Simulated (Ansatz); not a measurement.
## The perfect SiC wire along [111], 14 atoms a period, H-terminated

Aim: is the SiC wire along [111], 14 atoms a period, H-terminated a metal or a semiconductor?

Program: Ansatz 0.2.0. Level of theory: DFT PBE, plane waves, PAW; relaxation of a wire's period; PAW set soft_1, in the first sound run; inputs show where later runs differ. Results are calculated unless marked as measured.

Most raw output is cut from this account.

**1. The structure**

The cell holds 32 atoms: 7 Si, 7 C and 18 H. Its edges and angles: a = 12.298 Å, b = 12.818 Å, c = 7.586 Å, α = 90.0°, β = 90.0°, γ = 90.0°. Vacuum lies along a and b. The structure's axis is c.

**2. Relaxing the period**

Band widths follow the bond lengths, so the wire is relaxed first. The atoms and the third cell vector are free; the box across stays fixed as vacuum. A Fermi-Dirac smearing is set since the result may be a metal. The pressure printed is a third of the stress's trace over the whole box, vacuum included; only the stress along the axis is relaxed.

Input file input.yaml:

```yaml
crystal:
  lattice:
    - [12.298, 0.0, 0.0]
    - [0.0, 12.818, 0.0]
    - [0.0, 0.0, 7.5863825372]
  atoms:
    - { symbol: Si, position: [0.374064886, 0.44312631, 0.0] }
    - { symbol: Si, position: [0.625904836, 0.44312631, 0.0] }
    - { symbol: C, position: [0.374064886, 0.44312631, 0.25] }
    - { symbol: C, position: [0.499984861, 0.652378243, 0.25] }
    - { symbol: C, position: [0.625904836, 0.44312631, 0.25] }
    - { symbol: H, position: [0.276467718, 0.636689437, 0.26874392] }
    - { symbol: H, position: [0.499984861, 0.265251989, 0.26874392] }
    - { symbol: H, position: [0.723502004, 0.636689437, 0.26874392] }
[... 20 atom lines left out ...]
    - { symbol: H, position: [0.597582029, 0.706440081, 0.935410586] }
    - { symbol: H, position: [0.625904836, 0.335002633, 0.935410586] }
    - { symbol: H, position: [0.723502004, 0.497188149, 0.935410586] }
    - { symbol: Si, position: [0.499984861, 0.652378243, 0.0] }
kpoints:
  mp_grid: { grid: [1, 1, 11] }
scf:
  occupations: { method: fermi_dirac, width: 0.05 }
hamiltonian:
  xc: pbe
  pseudopotentials: { kind: paw, azcp: { folder: soft_1 } }
relax:
  cell: { fix: [a, b, alpha, beta, gamma] }
  max_steps: 45
  f_tol: 0.03
```

Run with:

```
$ ansatz run input.yaml --threads 4 --pin off --max-ram 16384MiB --backend cpu --events-out ev --progress --plain --runs-dir out
```

The job ended after 63 s (4 threads of Arm Neoverse V1, shared host; peak memory 2 GiB).

The steps of the relaxation:

| step | energy less that of the first step (eV) | largest force component (eV/Å) | pressure (GPa) | volume (Å³) |
| --- | --- | --- | --- | --- |
| 1 | 0.0000 | 0.6554 | 0.02 | 1195.89 |
| 2 | -0.2160 | 0.4165 | -0.02 | 1219.85 |
| 3 | -0.2400 | 0.0658 | -0.03 | 1220.62 |
| 4 | -0.2416 | 0.0283 | -0.01 | 1219.72 |
| 5* | -0.2492 | 0.0285 | 0.00 | 1219.72 |

Relaxation steps marked * repeat the geometry before them on a plane-wave basis chosen anew for their cell, so energy and pressure can jump there.

Forces are held to the 2 operations that the run works with; a distortion that breaks them can't arise in this run.

| cell as run | before | after | change |
| --- | --- | --- | --- |
| c (Å) | 7.586 | 7.738 | +2.0 % |

The atoms that moved most (Å, along periodic axes as changes of fractional coordinates times the final cell, across vacuum about the mean position):

| atom | dx | dy | dz | length |
| --- | --- | --- | --- | --- |
| H10 | 0.000 | -0.043 | -0.046 | 0.063 |
| H9 | 0.037 | 0.021 | -0.046 | 0.063 |
| H11 | -0.037 | 0.021 | -0.046 | 0.063 |
| H18 | 0.021 | 0.026 | -0.046 | 0.057 |
| H23 | -0.021 | 0.026 | -0.046 | 0.057 |
| H22 | 0.012 | -0.031 | -0.046 | 0.057 |
| H19 | -0.012 | -0.031 | -0.046 | 0.057 |
| H21 | -0.033 | 0.005 | -0.046 | 0.057 |

Numbers from this step:

```
cell length along the wire : 7.738 Å
```

The cell's length comes to 7.738 Å with spin left out.

**3. Bands of the perfect wire**

This step: DFT PBE, plane waves, PAW; bands of a perfect wire; PAW set soft_1 (Ansatz 0.2.0).

At the relaxed period the bands are computed along the axis; those that cross an energy going forward count the channels that a perfect wire would open there.

Input file input.yaml:

```yaml
crystal:
  lattice:
    - [12.298, 0.0, 0.0]
    - [0.0, 12.818, 0.0]
    - [0.0, 0.0, 7.7375585282]
  atoms:
    - { symbol: Si, position: [0.375380855, 0.443856435, 0.005328471] }
    - { symbol: Si, position: [0.624588867, 0.443856435, 0.005328471] }
    - { symbol: C, position: [0.376613853, 0.444533718, 0.248811629] }
    - { symbol: C, position: [0.499984861, 0.64956135, 0.248801819] }
    - { symbol: C, position: [0.623355869, 0.444533718, 0.248811629] }
    - { symbol: H, position: [0.274402176, 0.637794282, 0.272051499] }
    - { symbol: H, position: [0.499984861, 0.262972657, 0.272116909] }
    - { symbol: H, position: [0.725567546, 0.637794282, 0.272051499] }
[... 20 atom lines left out ...]
    - { symbol: H, position: [0.598067745, 0.708514282, 0.940589031] }
    - { symbol: H, position: [0.627561909, 0.333550002, 0.940638905] }
    - { symbol: H, position: [0.725642182, 0.496501946, 0.940616776] }
    - { symbol: Si, position: [0.499984861, 0.650943, 0.005321148] }
kpoints:
  mp_grid: { grid: [1, 1, 11] }
  band_path: { path: ["Γ", Z], npoints: 90 }
scf:
  occupations: { method: fermi_dirac, width: 0.05 }
hamiltonian:
  xc: pbe
  pseudopotentials: { kind: paw, azcp: { folder: soft_1 } }
output:
  dos: { e_range: [-5, 4] }
  write_potential: true
  write_density: true
  volumetric_format: npy
```

Wall time 3.4 min (4 threads); peak memory 4.4 GiB; 13 min of CPU time.

Numbers from this step:

| Item | Value |
| --- | --- |
| band gap | 4.865 eV |

The electronic bands at the labelled points (eV, zero at the Fermi level; v1 is the highest filled band, c1 the lowest empty one):

| point | v4 | v3 | v2 | v1 | c1 | c2 | c3 | c4 |
| --- | --- | --- | --- | --- | --- | --- | --- | --- |
| Γ | -3.27 | -2.86 | -2.86 | -2.42 | 2.45 | 2.49 | 2.53 | 3.18 |
| halfway | -3.16 | -2.85 | -2.85 | -2.61 | 2.58 | 2.65 | 2.69 | 3.10 |
| Z | -3.11 | -3.08 | -2.84 | -2.84 | 2.57 | 2.97 | 3.02 | 3.09 |

The gap is 4.86 eV, with spin left out.

On this path the gap is direct, 4.87 eV, with the valence top at Γ and the conduction bottom at Γ.

**4. Levels at the same atoms, cutoff 500 eV, k-mesh 1×1×8**

This step: DFT r2SCAN, plane waves, PAW; bands of a perfect wire at the PBE geometry; PAW set soft_1 (Ansatz 0.2.0).

The atoms stay at the PBE geometry and the functional changes. r2SCAN also reads the kinetic-energy density; it often gives larger moments and wider gaps than PBE, at a higher cost. Against the first PBE run of this kind, the cutoff is 500 eV against 420 and the mesh along the wire has 8 points against 11.

Changes to input.yaml since step 3:

```diff
@@ -39,3 +39,3 @@
 kpoints:
-  mp_grid: { grid: [1, 1, 11] }
+  mp_grid: { grid: [1, 1, 8] }
   band_path: { path: ["Γ", Z], npoints: 90 }
@@ -44,8 +44,3 @@
 hamiltonian:
-  xc: pbe
+  xc: r2scan
   pseudopotentials: { kind: paw, azcp: { folder: soft_1 } }
-output:
-  dos: { e_range: [-5, 4] }
-  write_potential: true
-  write_density: true
-  volumetric_format: npy
```

Elapsed: 5.4 min, on 4 threads; peak memory 6.9 GiB.

Numbers from this step:

- band gap: 5.363 eV

Electronic bands along the path, in eV, zero at the Fermi level; v1 is the highest filled band, c1 the lowest empty one:

| point | v4 | v3 | v2 | v1 | c1 | c2 | c3 | c4 |
| --- | --- | --- | --- | --- | --- | --- | --- | --- |
| Γ | -3.57 | -3.16 | -3.15 | -2.67 | 2.69 | 2.71 | 2.96 | 3.54 |
| halfway | -3.46 | -3.15 | -3.14 | -2.88 | 2.91 | 2.93 | 2.97 | 3.47 |
| Z | -3.41 | -3.37 | -3.13 | -3.13 | 2.90 | 3.26 | 3.29 | 3.39 |

The gap is 5.36 eV, against 4.86 eV under PBE at the relaxed period.

**5. Another level of theory, level HSE06, cutoff 420 eV**

This step: DFT HSE06, plane waves, PAW; levels of a perfect wire at the PBE geometry; PAW set soft_1 (Ansatz 0.2.0).

The atoms stay at the PBE geometry and the functional changes. HSE06 mixes in a quarter of short-range exact exchange, which removes part of the self-interaction that closes gaps; it is dear, so the mesh is thinner and no path is run. Against the first PBE run of this kind, the mesh along the wire has 4 points against 11.

Changes to input.yaml since step 4:

```diff
@@ -39,4 +39,3 @@
 kpoints:
-  mp_grid: { grid: [1, 1, 8] }
-  band_path: { path: ["Γ", Z], npoints: 90 }
+  mp_grid: { grid: [1, 1, 4] }
 scf:
@@ -44,3 +43,3 @@
 hamiltonian:
-  xc: r2scan
+  xc: hse06
   pseudopotentials: { kind: paw, azcp: { folder: soft_1 } }
```

Elapsed: 3.6 min, on 4 threads; peak memory 2.9 GiB.

This step gave:

```
band gap : 5.896 eV
```

The gap is 5.90 eV, against 4.86 eV under PBE at the relaxed period.

**6. What came out**

| Item | Value |
| --- | --- |
| cell length, PBE | 7.738 Å |
| gap, PBE | 4.86 eV |
| gap, r2SCAN | 5.36 eV |
| gap, HSE06 | 5.90 eV |

In words: Under PBE the cell's length is 7.74 Å, and a gap of 4.86 eV makes it a semiconductor. At the relaxed period the wire is gapped under every functional, from 4.86 eV (PBE) to 5.90 eV (HSE06). Weak screening in one dimension makes quasiparticle gaps larger than the semilocal gaps, as a rule. Plain hydrogen on a compound's surface is a simple closure: it may leave surface states, and facets that end in unlike atoms put a field across the wire, both of which shrink the gap. A hybrid's gap is read on a coarse mesh, without a band path.

[Logs are printed without paths, hosts, clocks, repeated set-up lines and the standing remarks that a program may print on its own settings, such as how far it seeks lower states.]

[Hosts, paths, dates, database ids (printed as entryN), source tags and the programs' standing remarks are cut or masked in the printed files.]
